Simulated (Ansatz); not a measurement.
## HfC (Fm-3m): modes against biaxial strain in the (111) plane

Aim: how do the optical modes of HfC (Fm-3m) shift and split under this strain?

Calculated with Ansatz 0.2.0; DFT LDA, scalar-relativistic, plane waves, PAW; PAW set soft_1.

Most raw output is cut from this account.

The database entry behind the starting cell differs from later determinations by our own check (about 0.2 % long), so it need not match the best structure at ambient conditions.

## 1. Starting point

It takes space group Fm-3m (No. 225, cubic). Conventional cell: a = 4.650 Å, b = 4.650 Å, c = 4.650 Å, α = 90.00°, β = 90.00°, γ = 90.00°. C has 6 Hf at 2.33 Å nearest. Nearest to Hf lie 6 C at 2.33 Å. Farther neighbours are not listed.

## 2. A rough relaxation first

The start is far from rest, so a relaxation with loose tolerances brings it close first.

Contents of input.yaml:

```yaml
crystal:
  lattice:
    - [0.0, 2.325, 2.325]
    - [2.325, 0.0, 2.325]
    - [2.325, 2.325, 0.0]
  atoms:
    - { symbol: C, position: [0.0, 0.0, 0.0] }
    - { symbol: Hf, position: [0.5, 0.5, 0.5] }
kpoints:
  mp_grid: { grid: [8, 8, 8] }
hamiltonian:
  xc: lda
  pseudopotentials: { kind: paw, azcp: { folder: soft_1 }, xc_functional: pbe }
scf:
  occupations: { method: gaussian, width: 0.1 }
output:
  forces: true
  stress: true
  eigenvalues: true
relax:
  adjacent_minimum: "off"
  f_tol: 0.05
  max_steps: 80
  cell: { stress_tol: 0.5 }
```

Launch:

```bash
ansatz run input.yaml --threads 4 --pin off --max-ram 10240MiB --backend cpu --events-out ev --progress --plain --runs-dir out
```

Elapsed: 2.1 s, on 4 threads of Arm Neoverse V1, shared host; peak memory 0.36 GiB; 6.5 s of CPU time.

Relaxation path:

| step | energy less that of the first step (eV) | largest force component (eV/Å) | pressure (GPa) | volume (Å³) |
| --- | --- | --- | --- | --- |
| 1 | 0.0000 | 0.0000 | -11.88 | 25.14 |
| 2 | -0.0189 | 0.0000 | 11.16 | 22.99 |
| 3 | -0.0486 | 0.0000 | -0.76 | 23.98 |
| 4 | -0.0489 | 0.0000 | -0.04 | 23.91 |
| 5* | -0.0476 | 0.0000 | -0.11 | 23.91 |

Relaxation steps marked * repeat the geometry before them on a plane-wave basis chosen anew for their cell, so energy and pressure can jump there.

Forces are held to the 48 operations that the run works with; a distortion that breaks them can't arise in this run.

| conventional cell, symmetrised | before | after | change |
| --- | --- | --- | --- |
| a (Å) | 4.650 | 4.573 | -1.6 % |
| b (Å) | 4.650 | 4.573 | -1.6 % |
| c (Å) | 4.650 | 4.573 | -1.6 % |
| volume (Å³/atom) | 12.57 | 11.96 | -4.9 % |

The relaxed structure:

```
C Hf
1.0
     0.00000    2.28670    2.28670
     2.28670    0.00000    2.28670
     2.28670    2.28670    0.00000
C Hf
1 1
Direct
  0.00000 0.00000 0.00000
  0.50000 0.50000 0.50000
```

Numbers from this step:

```
pressure          : -0.1068 GPa
volume per atom   : 11.96 Å³
gap on the k-mesh : 0 eV
```

In this step the volume went from 12.57 to 11.96 Å³/atom.

## 3. Relaxation

The cell and atoms are relaxed, since residual forces and stress would shift the frequencies.

input.yaml, the sections that differ from step 2:

```yaml
crystal:
  lattice:
    - [0.0, 2.2866954253, 2.2866954253]
    - [2.2866954253, 0.0, 2.2866954253]
    - [2.2866954253, 2.2866954253, 0.0]
  atoms:
    - { symbol: C, position: [0.0, 0.0, 0.0] }
    - { symbol: Hf, position: [0.5, 0.5, 0.5] }
kpoints:
  mp_grid: { grid: [16, 16, 16] }
output:
  forces: true
  stress: true
  eigenvalues: true
  write_density: true
  write_potential: true
  elf: true
  volumetric_format: npy
relax:
  adjacent_minimum: "off"
  f_tol: 0.005
  max_steps: 80
  cell: { stress_tol: 0.05 }
# hamiltonian, scf: as in step 2
```

Wall time 5.5 s (4 threads); peak memory 0.44 GiB; 20 s of CPU time.

Little changed from the start: no atom moved by 0.005 Å and no cell edge by 0.1 %.

This step gave:

```
pressure        : -9.57e-4 GPa
volume per atom : 11.95 Å³
```

ELF in the ac plane of the conventional cell at fractional y = 0.000, with atoms of C and Hf within 0.2 Å of it. It is the smooth field of the valence electrons, not physical close to the nuclei.

Ten even steps from '_' (0.10) to '@' (0.85), each cell a mean:
```
::##%%----%%@@@@@@**..**%%==
%%%%##--..++%%%%##::..++%%%%
****++::__..----::____--++**
::..__..::--------::..__....
**==..__++##%%%%%%##::__::**
@@%%==..**%%##++%%%%--::##@@
@@@@**::**%%::__++%%----%%@@
@@@@**..**%%==::##%%----%%@@
%%##::..++%%%%%%%%##--..++%%
--::____--++******++::__..--
----::..__....::..__..::----
%%%%##::__::****==..__++##%%
++%%%%--::##@@@@%%==..**%%##
__++%%----%%@@@@@@**::**%%::
```
Columns run along a (4.6 Å), rows up along c (4.6 Å), edges of the conventional cell, whose origin can differ from the input's. Atoms in or near the plane, at fractional coordinates: C at (0.00, 0.00), C at (0.50, 0.50), Hf at (0.50, 0.00), Hf at (0.00, 0.50).

Valence density in the ac plane of the conventional cell at fractional y = 0.000, with atoms of C and Hf within 0.2 Å of it. It is the smooth field of the valence electrons, not physical close to the nuclei.

Values in e/Å³, 14 rows by 14 columns, each cell a mean:
```
 2  1  1  0  1  6 26 36 14  2  1  1  1  2
 1  1  1  0  0  2  6  8  4  1  0  0  1  1
 1  0  0  0  0  0  1  1  1  0  0  0  0  1
 1  0  0  0  0  0  0  1  0  0  0  0  0  1
 3  1  1  0  0  1  1  1  1  0  0  0  1  2
19  8  1  0  0  1  1  2  1  1  0  1  4 14
50 19  3  1  1  1  2  2  2  1  1  1  8 36
36 14  2  1  1  1  2  2  1  1  0  1  6 26
 8  4  1  0  0  1  1  1  1  1  0  0  2  6
 1  1  0  0  0  0  1  1  0  0  0  0  0  1
 1  0  0  0  0  0  1  1  0  0  0  0  0  0
 1  1  0  0  0  1  2  3  1  1  0  0  1  1
 2  1  1  0  1  4 14 19  8  1  0  0  1  1
 2  2  1  1  1  8 36 50 19  3  1  1  1  2
```
Columns run along a (4.6 Å), rows up along c (4.6 Å), edges of the conventional cell, whose origin can differ from the input's. Atoms in or near the plane, at fractional coordinates: C at (0.00, 0.00), C at (0.50, 0.50), Hf at (0.50, 0.00), Hf at (0.00, 0.50).

Electrostatic potential energy in the ac plane of the conventional cell at fractional y = 0.000, with atoms of C and Hf within 0.2 Å of it. With pseudopotentials it is smooth inside the atoms' cores, unlike the true potential.

Ten even steps from '_' (-35 eV) to '@' (20 eV), each cell a mean:
```
__--%%@@**==++++====%%@@**__
++##@@@@%%++==--==**@@@@%%**
@@@@@@@@@@%%****##%%@@@@@@@@
%%%%@@@@@@@@@@%%@@@@@@@@@@%%
==++##@@@@@@%%%%@@@@@@%%**==
==--++%%@@##--..++@@@@##====
**====%%@@++____..%%%%**--++
++====%%@@**____--%%@@**==++
--==**@@@@%%**++##@@@@%%++==
**##%%@@@@@@@@@@@@@@@@@@%%**
%%@@@@@@@@@@%%%%%%@@@@@@@@@@
%%@@@@@@%%**====++##@@@@@@%%
..++@@@@##======--++%%@@##--
__..%%%%**--++**====%%@@++__
```
Columns run along a (4.6 Å; values clipped at the 3rd and 97th percentile), rows up along c (4.6 Å), edges of the conventional cell, whose origin can differ from the input's. Atoms in or near the plane, at fractional coordinates: C at (0.00, 0.00), C at (0.50, 0.50), Hf at (0.50, 0.00), Hf at (0.00, 0.50).

In this step the volume went from 11.96 to 11.95 Å³/atom.

## 4. Tight relaxation

Phonons need small forces and stress, so the relaxation is finished with tight tolerances on 16×16×16 k points.

input.yaml, the sections that differ from step 3:

```yaml
crystal:
  lattice:
    - [0.0, 2.2863725987, 2.2863725987]
    - [2.2863725987, 0.0, 2.2863725987]
    - [2.2863725987, 2.2863725987, 0.0]
  atoms:
    - { symbol: C, position: [0.0, 0.0, 0.0] }
    - { symbol: Hf, position: [0.5, 0.5, 0.5] }
scf:
  occupations: { method: methfessel_paxton, width: 0.2 }
relax:
  adjacent_minimum: "off"
  f_tol: 0.001
  max_steps: 60
  cell: { stress_tol: 0.01 }
# kpoints, hamiltonian, output: as in step 3
```

Wall time 3.2 s (4 threads); peak memory 0.44 GiB.

Little changed from the start: no atom moved by 0.005 Å and no cell edge by 0.1 %.

This step gave:

- pressure: 0.007895 GPa

Electrostatic potential energy in the ac plane of the conventional cell at fractional y = 0.000, with atoms of C and Hf within 0.2 Å of it. With pseudopotentials it is smooth inside the atoms' cores, unlike the true potential.

Ten even steps from '0' (-35 eV) to '9' (20 eV), each cell a mean:
```
03896455448960
57998543469986
99999866789999
88999998999998
45799988999864
43589731599744
64489500188635
54489600389645
34699865799854
67899999999986
89999988899999
89998644579998
15997444358973
01886356448950
```
Columns run along a (4.6 Å; values clipped at the 3rd and 97th percentile), rows up along c (4.6 Å), edges of the conventional cell, whose origin can differ from the input's. Atoms in or near the plane, at fractional coordinates: C at (0.00, 0.00), C at (0.50, 0.50), Hf at (0.50, 0.00), Hf at (0.00, 0.50).

ELF in the ac plane of the conventional cell at fractional y = 0.000, with atoms of C and Hf within 0.2 Å of it. It is the smooth field of the valence electrons, not physical close to the nuclei.

Ten even steps from '0' (0.10) to '9' (0.85), each cell a mean:
```
27833899961684
88731588721588
66520133200356
21012333321011
64105788872026
98416875883279
99626820583389
99616842783389
87215888873158
32003566652013
33210112101233
88720266410578
58832799841687
05833899962682
```
Columns run along a (4.6 Å), rows up along c (4.6 Å), edges of the conventional cell, whose origin can differ from the input's. Atoms in or near the plane, at fractional coordinates: C at (0.00, 0.00), C at (0.50, 0.50), Hf at (0.50, 0.00), Hf at (0.00, 0.50).

Valence density in the ac plane of the conventional cell at fractional y = 0.000, with atoms of C and Hf within 0.2 Å of it. It is the smooth field of the valence electrons, not physical close to the nuclei.

Ten steps, logarithmic in the rise over the least value, from '0' (0 e/Å³) to '9' (50 e/Å³), each cell a mean:
```
22101589731122
21100356410012
10000012100001
10000001000001
32100111100013
76200122210147
97311222211269
97311222210158
64100122110035
21000011000001
10000011000000
11000133210011
22101477620012
22112699731122
```
Columns run along a (4.6 Å), rows up along c (4.6 Å), edges of the conventional cell, whose origin can differ from the input's. Atoms in or near the plane, at fractional coordinates: C at (0.00, 0.00), C at (0.50, 0.50), Hf at (0.50, 0.00), Hf at (0.00, 0.50).

The forces vanish by symmetry and the pressure is 0.008 GPa, within the tolerances set. The cell now holds 11.95 Å³/atom.

## 5. Modes at rest

The force constants come from the linear response of the density to a displacement.

The modes at rest are the reference of the series.

input.yaml, the sections that differ from step 4:

```yaml
output:
  eigenvalues: true
phonons:
  method: dfpt
# crystal, kpoints, hamiltonian, scf: as in step 4
# relax: removed
```

The job ended after 16 s (4 threads; peak memory 0.83 GiB).

This step gave:

| Item | Value |
| --- | --- |
| sum-rule residual before enforcement | 1.53e-4 eV/Å² |
| point group | m-3m |
| highest optical mode at the zone centre (no LO-TO term) | 462.3 cm⁻¹ |
| lowest optical zone-centre mode | 462.3 cm⁻¹ |

Patterns of degenerate modes are one choice out of their space. The modes at Γ (shares of kinetic energy by element, %):

| mode | frequency (cm⁻¹) | symmetry | C % | Hf % |
| --- | --- | --- | --- | --- |
| 1 | 0.0 | acoustic | 6 | 94 |
| 2 | 0.0 | acoustic | 6 | 94 |
| 3 | 0.0 | acoustic | 6 | 94 |
| 4 | 462.3 | T1u | 94 | 6 |
| 5 | 462.3 | T1u | 94 | 6 |
| 6 | 462.3 | T1u | 94 | 6 |

Displacements in mode 5 (462.3 cm⁻¹), the largest set to 1:
```
C1   0.00 -0.06  1.00
Hf2  0.00  0.00 -0.07
```

Before it was imposed, the acoustic sum rule was missed by 1.5e-4 eV/Å². Small misses are needed for a sound result but don't prove that mesh and cutoff are converged. The lowest optical mode is real, 462 cm⁻¹.

## 6. Relaxation of a member: biaxial strain of +4 % in the (111) plane

The cell takes a biaxial strain of +4 % in the (111) plane. The strained lengths are held, while the rest of the cell and the atoms relax.

input.yaml, the sections that differ from step 5:

```yaml
crystal:
  lattice:
    - [-0.0873032253, 2.2905242774, 2.2905242774]
    - [2.2905242774, -0.0873032253, 2.2905242774]
    - [2.2905242774, 2.2905242774, -0.0873032253]
  atoms:
    - { symbol: C, position: [0.0, 0.0, 0.0] }
    - { symbol: Hf, position: [0.5, 0.5, 0.5] }
  conventional_axes: [[-1, 1, 0], [0, -1, 1], [1, 1, 1]]
output:
  forces: true
  stress: true
  eigenvalues: true
relax:
  adjacent_minimum: "off"
  f_tol: 0.001
  max_steps: 60
  cell: { stress_tol: 0.01, fix: [a, b, gamma] }
# kpoints, hamiltonian, scf: as in step 5
# phonons: removed
```

Elapsed: 22 s, on 4 threads; peak memory 0.55 GiB.

Relaxation path:

| step | energy less that of the first step (eV) | largest force component (eV/Å) | pressure (GPa) | volume (Å³) |
| --- | --- | --- | --- | --- |
| 1 | 0.0000 | 0.0000 | -14.13 | 25.41 |
| 2 | 0.0006 | 0.0000 | -11.32 | 25.07 |
| 3 | -0.0012 | 0.0000 | -12.98 | 25.27 |
| 4 | -0.0012 | 0.0000 | -12.97 | 25.27 |
| 5* | -0.0011 | 0.0000 | -12.98 | 25.27 |
| 6 | -0.0011 | 0.0000 | -12.97 | 25.26 |
| 7* | -0.0011 | 0.0000 | -12.97 | 25.26 |

Relaxation steps marked * repeat the geometry before them on a plane-wave basis chosen anew for their cell, so energy and pressure can jump there. Relaxation step 2 was tried and not accepted.

Forces are held to the 12 operations that the run works with; a distortion that breaks them can't arise in this run.

| conventional cell, symmetrised | before | after | change |
| --- | --- | --- | --- |
| a (Å) | 3.363 | 3.363 | +0.0 % |
| b (Å) | 3.363 | 3.363 | +0.0 % |
| c (Å) | 7.783 | 7.740 | -0.6 % |
| volume (Å³/atom) | 12.70 | 12.63 | -0.6 % |

The relaxed structure:

```cif
data_structure
_symmetry_space_group_name_H-M 'P 1'
_symmetry_Int_Tables_number 1
_cell_length_a 3.2288
_cell_length_b 3.2288
_cell_length_c 3.2288
_cell_angle_alpha 62.765
_cell_angle_beta 62.765
_cell_angle_gamma 62.765
_cell_volume 25.26
loop_
_atom_site_label
_atom_site_type_symbol
_atom_site_fract_x
_atom_site_fract_y
_atom_site_fract_z
_atom_site_occupancy
C1 C 0.00000 0.00000 0.00000 1
Hf2 Hf 0.50000 0.50000 0.50000 1
```

This step gave:

```
pressure        : -12.97 GPa
volume per atom : 12.63 Å³
```

The forces vanish by symmetry.

## 7. Zone-centre modes of the member: biaxial strain of +4 % in the (111) plane

The zone-centre modes follow for biaxial strain of +4 % in the (111) plane.

input.yaml, the sections that differ from step 6:

```yaml
crystal:
  lattice:
    - [-0.0957413508, 2.2820861519, 2.2820861519]
    - [2.2820861519, -0.0957413508, 2.2820861519]
    - [2.2820861519, 2.2820861519, -0.0957413508]
  atoms:
    - { symbol: C, position: [0.0, 0.0, 0.0] }
    - { symbol: Hf, position: [0.5, 0.5, 0.5] }
output:
  eigenvalues: true
phonons:
  method: dfpt
# kpoints, hamiltonian, scf: as in step 6
# relax: removed
```

Run time: 46 s. Hardware: 4 threads; peak memory 1.8 GiB; 2.8 min of CPU time.

This step gave:

```yaml
sum_rule_residual_before_enforcement: 9.41e-6 eV/Å²
point_group: -3m
highest_optical_mode_at_the_zone_centre_no_lo_to_term: 421.1 cm⁻¹
lowest_optical_zone_centre_mode: 373.5 cm⁻¹
```

Patterns of degenerate modes are one choice out of their space. The modes at Γ (shares of kinetic energy by element, %):

| mode | frequency (cm⁻¹) | symmetry | C % | Hf % |
| --- | --- | --- | --- | --- |
| 1 | 0.0 | acoustic | 6 | 94 |
| 2 | 0.0 | acoustic | 6 | 94 |
| 3 | 0.0 | acoustic | 6 | 94 |
| 4 | 373.5 | A2u | 94 | 6 |
| 5 | 421.1 | Eu | 94 | 6 |
| 6 | 421.1 | Eu | 94 | 6 |

Displacements in mode 4 (373.5 cm⁻¹), the largest set to 1:
```
C1   1.00  1.00  1.00
Hf2 -0.07 -0.07 -0.07
```

Displacements in mode 5 (421.1 cm⁻¹), the largest set to 1:
```
C1   1.00 -0.50 -0.50
Hf2 -0.07  0.03  0.03
```

The lowest optical mode is real, 374 cm⁻¹, and the highest lies at 421.1 cm⁻¹.

For the highest optical mode at the zone centre (no LO-TO term), step 5 gave 462 cm⁻¹; this run, with strain 4 %, gives 421 cm⁻¹ (-9 %).

(Continued in part 2 of 2.)

[Logs are printed without paths, hosts, clocks, repeated set-up lines and the standing remarks that a program may print on its own settings, such as how far it seeks lower states.]

[Hosts, paths, dates, database ids (printed as entryN), source tags and the programs' standing remarks are cut or masked in the printed files.]
